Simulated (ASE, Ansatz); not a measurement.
# Energy and forces of twisted 1T-TiS2 bilayer, 3.48° (1626 atoms)

Wanted: forces and levels of twisted 1T-TiS2 bilayer, 3.48° (1626 atoms).

Method: Kohn-Sham DFT, PBEsol, PAW (set soft_2), localised support functions (medium), in Ansatz 0.2.0.

## (1) Starting point

The cell holds 1626 atoms: 542 Ti and 1084 S. Its edges and angles: a = 56.136 Å, b = 56.136 Å, c = 20.860 Å, α = 90.0°, β = 90.0°, γ = 120.0°. It derives from TiS2 (1T-TiS2). 1T-TiS2 (a = 3.41 Å) under 1T-TiS2 (a = 3.41 Å), bilayer, commensurate cell of 271 unit cells a layer, twist 3.48 deg; facing planes 3.14 Å apart; 12 Å of vacuum; layers as built, displaced by a Gaussian of 0.01 Å. Regions: layer 1, 813 atoms (271 Ti and 542 S); layer 2, 813 atoms (271 Ti and 542 S). Vacuum lies along c.

Before any run, some limits are plain. The functional has no dispersion term, which matters for the binding between molecules or layers. Beside vacuum, support functions can miss their usual error bounds without a warning. The main run has no spin polarisation, so moments on Ti can't form in it, and no Hubbard term. Only the Γ point is sampled, in a cell whose shortest periodic width is 49 Å.

## (2) Support functions medium

The electrons are solved once, with the atoms held.

Input file input.yaml:

```yaml
crystal:
  lattice:
    - [56.1357, 0.0, 0.0]
    - [-28.06785, 48.61494, 0.0]
    - [0.0, 0.0, 20.86]
  atoms:
    - { symbol: Ti, position: [0.00335, 0.89666, 0.35577] }
    - { symbol: S, position: [0.03796, 0.93193, 0.4247] }
    - { symbol: S, position: [0.03974, 0.8983, 0.28765] }
    - { symbol: Ti, position: [0.03657, 0.96702, 0.35571] }
    - { symbol: S, position: [0.07112, 0.0022, 0.42478] }
    - { symbol: S, position: [0.07232, 0.96812, 0.28787] }
    - { symbol: Ti, position: [0.00733, 0.79343, 0.35657] }
    - { symbol: S, position: [0.0418, 0.82908, 0.42485] }
    - { symbol: S, position: [0.04269, 0.79458, 0.28765] }
    - { symbol: Ti, position: [0.04073, 0.86382, 0.35631] }
    - { symbol: S, position: [0.07484, 0.89904, 0.42472] }
    - { symbol: S, position: [0.07632, 0.8649, 0.28666] }
    - { symbol: Ti, position: [0.07399, 0.93348, 0.35637] }
    - { symbol: S, position: [0.10816, 0.96932, 0.42405] }
    - { symbol: S, position: [0.10973, 0.93508, 0.28741] }
    - { symbol: Ti, position: [0.01097, 0.68974, 0.35602] }
    - { symbol: S, position: [0.04583, 0.72583, 0.42499] }
    - { symbol: S, position: [0.04678, 0.69104, 0.28728] }
    - { symbol: Ti, position: [0.04407, 0.75997, 0.35711] }
    - { symbol: S, position: [0.07846, 0.79574, 0.42485] }
    - { symbol: S, position: [0.07969, 0.76093, 0.28742] }
    - { symbol: Ti, position: [0.07741, 0.83041, 0.3556] }
    - { symbol: S, position: [0.11207, 0.86576, 0.42555] }
    - { symbol: S, position: [0.11312, 0.83145, 0.28715] }
    - { symbol: Ti, position: [0.11098, 0.90044, 0.35593] }
    - { symbol: S, position: [0.14489, 0.93602, 0.42463] }
    - { symbol: S, position: [0.14645, 0.90173, 0.28761] }
    - { symbol: Ti, position: [0.14386, 0.97046, 0.35619] }
    - { symbol: S, position: [0.17823, 0.00606, 0.42442] }
    - { symbol: S, position: [0.17967, 0.97207, 0.28704] }
    - { symbol: Ti, position: [0.0145, 0.58657, 0.35664] }
    - { symbol: S, position: [0.04899, 0.62273, 0.42425] }
    [... 1588 atom lines left out ...]
    - { symbol: Ti, position: [0.83756, 0.17289, 0.64379] }
    - { symbol: S, position: [0.87309, 0.20763, 0.71198] }
    - { symbol: S, position: [0.87188, 0.17176, 0.57554] }
    - { symbol: Ti, position: [0.83369, 0.06582, 0.6443] }
    - { symbol: S, position: [0.86943, 0.10001, 0.71284] }
    - { symbol: S, position: [0.86833, 0.06479, 0.57509] }
kpoints:
  mp_grid: { grid: [1, 1, 1] }
hamiltonian:
  xc: pbesol
scf:
  occupations: { method: fermi_dirac, width: 0.05 }
  eigensolver: { kind: { support_functions: { accuracy: medium } } }
  mixing: { beta: 0.2 }
  max_iter: 150
output:
  forces: true
```

On the command line:

```console
ansatz run input.yaml --threads 32 --pin off --max-ram 92160MiB --backend cuda --events-out ev --progress --plain --runs-dir out --max-vram 78GiB
```

Numbers of over 12 decimals in the logs are rounded to 6 here.

Output:

```text
Warning: scf.eigensolver.kind.support_functions: disabling space-group detection — the functions' gradient is summed over unrotated k-points, so no spatial operation reduces the k-mesh or symmetrises the density; time reversal is kept, so that k and −k are solved as one point where they differ and the mesh holds both, and exact exchange and, on two spinor components, a DFT+U term hold to it where the run has them: [...]
settings of this run that can trade accuracy for cost: scf.eigensolver.kind.support_functions [...]
Engine: ansatz 0.2.0, aarch64-unknown-linux-gnu
Pseudopotentials: kind: paw
Pseudopotential: Ti, paw, valence charge 12, recommended cutoff 420 eV (normal), Ti.paw.azcp
Pseudopotential: S, paw, valence charge 6, recommended cutoff 420 eV (normal), S.paw.azcp
[... 3 lines on functional and potentials left out ...]
device memory: the entry about to start is reckoned to put 60.9 GiB on a device that reports 178.0 GiB free (of which the cap on the GPU budget leaves the run 78.0 GiB)
GPU FFT provider: cuFFT
GPU libraries: cuBLAS 13.8.1, cuFFT 12.4.0, cuSOLVER 12.3.2
GPU matrix products: emulated (plane waves: as basis.precision tells), large ones in fixed point in workspaces of 1.00 GiB
Crystal: 1626 atoms, lattice volume = 56927.643 Å³
Basis set: ecut = 420 eV, 1112499 PW (Γ), exchange–correlation on 768×768×288 points (8 copies of the dense FFT grid, shifted against one another)
Bands: 7805, of which v1, the nominal top of the filled ones, is band 6504 counted from 1 (6503 counted from 0)
Symmetry: 1 space group operations
k-points: 1
[... 7 lines on functional and potentials left out ...]
Initial density: superposition of atomic densities (neutral atoms: chi_scale 0, normalization atom)
Initial wavefunctions: pseudopotential atomic-orbital guess
GPU buffer pool allocated for 21233664 grid points (all kernels)
Functional: x = pbesol(κ = 0.804, μ = 0.123457), c = pbesol(β = 0.046)
SCF iter   1: F=—  HF=-2302263.573300 eV  |F-HF|=—  |Δ(HF+E_count)|=         —  Δρ=4.75e-2  dr2=1.75e3  ethr=1.00e-1
preconditioner: auto → Resta (q_TF=auto, 2.133 Å⁻¹)  ε∞=17.0  [insulator: Δε(μ)=0.847 eV  Ē_g=7.245 eV  σ=0.050 eV  W_gap=1.00  n_scr=9296 (ndim 8)  ℏωp=14.5 eV  f_vac=0.412  D(μ)=0.10/eV (n_scr^D=0)  ε∞_Penn≈5.0  vacuum switching on, ρ_ref=9.5e-4 e/Å³]
SCF iter   2: F=—  HF=-2302434.064491 eV  |F-HF|=—  |Δ(HF+E_count)|=    1.70e2  Δρ=3.26e-2  dr2=8.00e2  ethr=1.34e-2
preconditioner: auto → Resta (q_TF=auto, 2.133 Å⁻¹)  ε∞=10.2  [insulator: Δε(μ)=0.396 eV  Ē_g=6.742 eV  σ=0.050 eV  W_gap=0.96  n_scr=9296 (ndim 8)  ℏωp=14.5 eV  f_vac=0.413  D(μ)=8.99/eV (n_scr^D=6)  ε∞_Penn≈5.6  vacuum switching off (levels at the Fermi level)]
SCF iter   3: F=—  HF=-2302355.270994 eV  |F-HF|=—  |Δ(HF+E_count)|=    7.88e1  Δρ=2.19e-2  dr2=4.58e2  ethr=6.15e-3  κ⁻¹=1.0e0(r=1)
SCF iter   4: F=—  HF=-2302295.287689 eV  |F-HF|=—  |Δ(HF+E_count)|=    6.00e1  Δρ=1.40e-2  dr2=2.78e2  ethr=3.52e-3  κ⁻¹=5.3e-3(r=2)
SCF iter   5: F=—  HF=-2302240.635891 eV  |F-HF|=—  |Δ(HF+E_count)|=    5.47e1  Δρ=7.11e-3  dr2=5.02e1  ethr=2.13e-3  κ⁻¹=3.9e-5(r=3)
SCF iter   6: F=—  HF=-2302240.490867 eV  |F-HF|=—  |Δ(HF+E_count)|=   1.45e-1  Δρ=5.77e-3  dr2=3.93e1  ethr=3.86e-4  κ⁻¹=2.5e-5(r=4)
SCF iter   7: F=—  HF=-2302236.352694 eV  |F-HF|=—  |Δ(HF+E_count)|=    4.14e0  Δρ=2.26e-3  dr2=9.01e0  ethr=3.02e-4  κ⁻¹=2.2e-5(r=5)
SCF iter   8: F=—  HF=-2302235.690609 eV  |F-HF|=—  |Δ(HF+E_count)|=   6.62e-1  Δρ=2.32e-3  dr2=7.10e0  ethr=6.93e-5  κ⁻¹=2.0e-5(r=6)
SCF iter   9: F=—  HF=-2302235.919557 eV  |F-HF|=—  |Δ(HF+E_count)|=   2.29e-1  Δρ=2.56e-3  dr2=8.20e0  ethr=5.46e-5  κ⁻¹=7.2e-6(r=7)
SCF iter  10: F=—  HF=-2302234.781524 eV  |F-HF|=—  |Δ(HF+E_count)|=    1.14e0  Δρ=1.32e-3  dr2=2.49e0  ethr=5.46e-5  κ⁻¹=5.1e-6(r=7)
[...]
SCF iter  18: F=—  HF=-2302235.573721 eV  |F-HF|=—  |Δ(HF+E_count)|=   1.74e-1  Δρ=1.21e-4  dr2=1.71e-2  ethr=3.76e-7  κ⁻¹=1.8e-4(r=7)
SCF iter  19: F=—  HF=-2302235.668274 eV  |F-HF|=—  |Δ(HF+E_count)|=   9.46e-2  Δρ=9.06e-5  dr2=7.30e-3  ethr=1.31e-7  κ⁻¹=2.7e-5(r=7)
SCF iter  20: F=—  HF=-2302235.781408 eV  |F-HF|=—  |Δ(HF+E_count)|=   1.13e-1  Δρ=5.67e-5  dr2=2.96e-3  ethr=5.61e-8  κ⁻¹=1.6e-5(r=7)
SCF iter  21: F=—  HF=-2302235.835986 eV  |F-HF|=—  |Δ(HF+E_count)|=   5.46e-2  Δρ=3.00e-5  dr2=1.08e-3  ethr=2.27e-8  κ⁻¹=9.5e-5(r=7)
SCF iter  22: F=—  HF=-2302235.861911 eV  |F-HF|=—  |Δ(HF+E_count)|=   2.59e-2  Δρ=2.31e-5  dr2=5.32e-4  ethr=8.30e-9  κ⁻¹=7.0e-5(r=7)
SCF iter  23: F=—  HF=-2302235.893045 eV  |F-HF|=—  |Δ(HF+E_count)|=   3.11e-2  Δρ=1.42e-5  dr2=1.29e-4  ethr=4.09e-9  κ⁻¹=1.4e-4(r=7)
SCF iter  24: F=—  HF=-2302235.904328 eV  |F-HF|=—  |Δ(HF+E_count)|=   1.13e-2  Δρ=1.10e-5  dr2=8.75e-5  ethr=9.88e-10  κ⁻¹=4.0e-5(r=7)
SCF iter  25: F=—  HF=-2302235.918133 eV  |F-HF|=—  |Δ(HF+E_count)|=   1.38e-2  Δρ=4.90e-6  dr2=2.10e-5  ethr=6.73e-10  κ⁻¹=7.5e-6(r=7)
SCF iter  26: F=—  HF=-2302235.926000 eV  |F-HF|=—  |Δ(HF+E_count)|=   7.87e-3  Δρ=3.94e-6  dr2=1.21e-5  ethr=1.62e-10  κ⁻¹=3.0e-5(r=7)
SCF iter  27: F=-2302235.933445 eV  HF=-2302235.932410 eV  |F-HF|=1.04e-3  |Δ(HF+E_count)|=   6.41e-3  Δρ=2.45e-6  dr2=5.54e-6  ethr=9.27e-11
SCF 1 converged in 27 iterations: F = -2302236.165091 eV  dr2 = 5.54e-6
  greatest PAW one-centre occupation: 0.999 electrons in one spin orbital (limit 2), on the Ti atom at site 1443 (counted from 0), in its partial waves of l = 0
SCF converged after 27 iterations
Stability not checked: this state was not tested for a lower state beside it, because the mixer in use, unlike msr1, does not test its closes by its own steps (another_mixer; see scf.mixing.algorithm and scf.lower_state_search)
Free energy (F): -2302236.165091 eV
Harris-Foulkes:  -2302236.164056 eV  (|F-HF|=1.04e-3)
Internal energy: -2302234.672752 eV  (E = F + TS)
E sigma→0 (E₀):  -2302235.418922 eV
Entropy (-TS):   -1.492340 eV (-0.918 meV/atom)
Fermi energy:    1.527153 eV
--- Per-component energies (eV) ---
  E_band       = -196415.061479
  E_kinetic    = 262023.995186
  E_local      = -5163436.911662  (includes V_loc(G=0)·N_el)
  E_nonlocal   = 34820.748069
  E_softening  = -0.390694  (part of E_nonlocal)
  E_grid_corr  = -0.084651  (part of E_nonlocal)
  E_hartree    = 2463611.078475
  E_xc         = -156617.278500
  E_vxc        = -160550.718570  (∫ρ·V_xc dr)
  E_paw        = -1186612.398705  (= ΣΔE_a)
  E_vpaw       = -96498.141624  (= ΣTr[D̂ρ^β])
  E_aug_tail   = 0.070225  (compensation charges beyond the density's cutoff)
  E_ewald      = 1443833.556465
  E_core_change = 142.699341  (= ΣΔE_core)
  E_smearing   = -1.492340  (= −TS)
  E_closure    = 0.000000  (closes the sum)
  E_support_correction = -0.231646  (second-order, or where that is not computed along the SCF)
  E_support_correction_error = 2.3e-2  (of E_support_correction; not in F)
  Σ components = -2302236.165091   (vs F -2302236.165091, Δ=0.00e0)
--- Forces (eV/Å), atoms counted from 1 ---
[... 1626 lines of forces left out ...]
  max |Σ_I F_I| component: 4.76e-2 eV/Å
--- Band table (eV) ---
[... left out ...]
  guard bands above this table: 1130 of the run's 7805 bands (output.publish_guard_bands: true publishes all)
```

Run time: 95 s. Hardware: 1 × NVIDIA GB200 with 32 threads of Arm Neoverse V2, shared host; peak memory 10 GiB.

That memory is the host's; the program planned up to 60.9 GiB on the GPU. Forces of this run were stored rounded, and per-atom blocks of the log weren't kept.

The program notes that the band table was not solved further than the SCF left it and it switched symmetry off. Further notices: vacuum switching off with vacuum.

Read from the output:

| Quantity | Value |
| --- | --- |
| free energy | -2302236.1651 eV |
| free energy per atom | -1415.8894 eV/atom |
| SCF cycles | 27 |
| r.m.s. force component | 0.2082 eV/Å |
| longest force | 0.7103 eV/Å |
| Fermi energy | 1.527 eV |
| levels partly filled by over 2 per cent | 47 |

Length of the force by element:

```
element  coordination  atoms  mean length of the force (eV/Å)  spread   least   most
      S           all   1084                            0.411  0.0962   0.137  0.710
     Ti           all    542                            0.167  0.0724  0.0131  0.413
```

By region:

```
 region  atoms  mean length of the force (eV/Å)
layer 1    813                             0.33
layer 2    813                             0.33
```

The levels nearest the highest filled one (over half full), pooled over k-points and spins:

```
level less the highest filled one (eV)  occupation
                               -0.0116        1.95
                               -0.0094        1.95
                                -0.006        1.94
                               -0.0045        1.94
                               -2.0e-4        1.94
                                     0        1.94
                                 0.209       0.627
                                 0.211       0.609
                                 0.212       0.603
                                 0.223        0.51
                                 0.226       0.487
                                 0.229       0.469
```

## (3) Structure statistics

These statistics describe the geometry on which the runs were made.

Normalised to the volume that the atoms fill. Pair distribution functions g(r), in bins of 0.2 Å:

```
r (Å)  total   S-S   S-Ti  Ti-Ti
 2.30   0.06  0.00   0.14   0.00
 2.50   4.87  0.00  10.95   0.00
 2.70   0.00  0.00   0.00   0.00
 2.90   0.00  0.00   0.00   0.00
 3.10   0.03  0.07   0.00   0.00
 3.30   1.02  1.61   0.00   2.69
 3.50   4.12  7.14   0.00   8.55
 3.70   0.08  0.19   0.00   0.00
 3.90   0.07  0.17   0.00   0.00
 4.10   1.36  0.17   2.88   0.00
 4.30   0.45  0.16   0.85   0.00
 4.50   0.09  0.15   0.04   0.00
 4.70   0.20  0.15   0.29   0.00
 4.90   0.80  1.52   0.27   0.00
 5.10   0.18  0.13   0.27   0.00
 5.30   1.08  0.14   2.30   0.00
 5.50   1.25  0.11   2.70   0.00
 5.70   0.17  0.13   0.24   0.00
 5.90   2.23  3.86   0.22   3.78
 6.10   0.29  0.33   0.22   0.44
 6.30   0.29  0.32   0.22   0.44
 6.50   0.28  0.31   0.21   0.41
 6.70   0.35  0.42   0.20   0.63
 6.90   1.12  1.58   0.20   3.00
 7.10   0.26  0.29   0.20   0.39
 7.30   1.36  0.28   2.69   0.37
 7.50   0.31  0.28   0.34   0.37
 7.70   0.81  1.38   0.35   0.35
```

Bonds by pair of elements; cutoffs follow the first minimum of g(r), held within bounds set by covalent radii, and pairs that aren't listed don't count as bonded:

```
pair A-B  cutoff (Å)  bonds  mean length (Å)  spread (Å)  shortest (Å)  B about A  A about B
    S-Ti         3.1   3252             2.43       0.014          2.38          3          6
```

How many atoms have how many bonded neighbours:

```
element  mean     3    6
      S     3  1084    0
     Ti     6     0  542
```

Bond angles, per cent of each kind in bins of 5°:

```
angle (°)  S-Ti-S  Ti-S-Ti
    85–90    39.9     98.8
    90–95    40.1      1.2
   95–100     0.0      0.0
  100–105     0.0      0.0
  105–110     0.0      0.0
  110–115     0.0      0.0
  115–120     0.0      0.0
  120–125     0.0      0.0
  125–130     0.0      0.0
  130–135     0.0      0.0
  135–140     0.0      0.0
  140–145     0.0      0.0
  145–150     0.0      0.0
  150–155     0.0      0.0
  155–160     0.0      0.0
  160–165     0.0      0.0
  165–170     0.0      0.0
  170–175     0.0      0.0
  175–180    20.0      0.0
```

Bond angles (no mean is given where the spread exceeds 20°):

```
  angle  count  mean (°)  spread (°)
 S-Ti-S   8130         -           -
Ti-S-Ti   3252        89         0.5
```

For some of the pairs, g(r) has its first main peak near 3.43 Å (S-S), 2.43 Å (S-Ti) and 3.41 Å (Ti-Ti). By these cutoffs all S atoms have 3 and all Ti atoms have 6 bonded neighbours.

A closer look about S77, which bears the longest force: 14 atoms, nearest first, numbered in the order of the input, with positions taken from that point.

```
 atom      x      y      z  distance (Å)  bonds     Fx     Fy  Fz (eV/Å)
  S77   0.00   0.00   0.00          0.00      3  -0.07   0.04      -0.71
Ti109   1.95   0.06  -1.45          2.43      6   0.03   0.03       0.10
 Ti76  -0.95  -1.71  -1.45          2.44      6   0.11   0.03       0.12
 Ti79  -1.04   1.70  -1.44          2.46      6  -0.01  -0.03       0.06
 S987  -0.01  -0.02   3.14          3.14      3   0.10   0.00       0.51
 S107   2.99  -1.61  -0.01          3.39      3   0.06   0.05      -0.56
 S110   2.88   1.79  -0.01          3.40      3   0.02   0.07      -0.58
  S74   0.10  -3.39   0.00          3.40      3  -0.04  -0.02      -0.60
  S80  -0.13   3.41  -0.01          3.41      3   0.13   0.03      -0.54
  S50  -3.02   1.62   0.00          3.43      3   0.04   0.00      -0.58
 S782  -2.93  -1.79  -0.02          3.43      3   0.18   0.02      -0.38
  S78   1.02  -1.66  -2.89          3.48      3   0.00  -0.01       0.44
  S51  -1.99  -0.05  -2.88          3.50      3   0.09   0.02       0.41
  S81   0.93   1.77  -2.87          3.50      3  -0.03  -0.12       0.38
```

The column of bonds counts only the pairs S-Ti within 3.10 Å; other neighbours, such as metal atoms beside each other in a compound, aren't counted, and periodic images can show an atom twice.

## (4) Results

```json
{"free energy per atom": "-1415.8894 eV/atom", "r.m.s. force component": "0.2082 eV/Å", "wall time of the 1 DFT run": "95 s"}
```

What this shows: Levels near the Fermi energy are neither full nor empty under the smearing, so no gap is quoted. With the cutoffs above, all S atoms have 3 and all Ti atoms have 6 bonded neighbours.

**Limits.** The geometry was built by rule, was displaced at random and isn't relaxed at this level: its force components are 0.21 eV/Å r.m.s.

[Logs are printed without paths, hosts, clocks, repeated set-up lines and the standing remarks that a program may print on its own settings, such as how far it seeks lower states.]

[Hosts, paths, dates, database ids (printed as entryN), source tags and the programs' standing remarks are cut or masked in the printed files.]
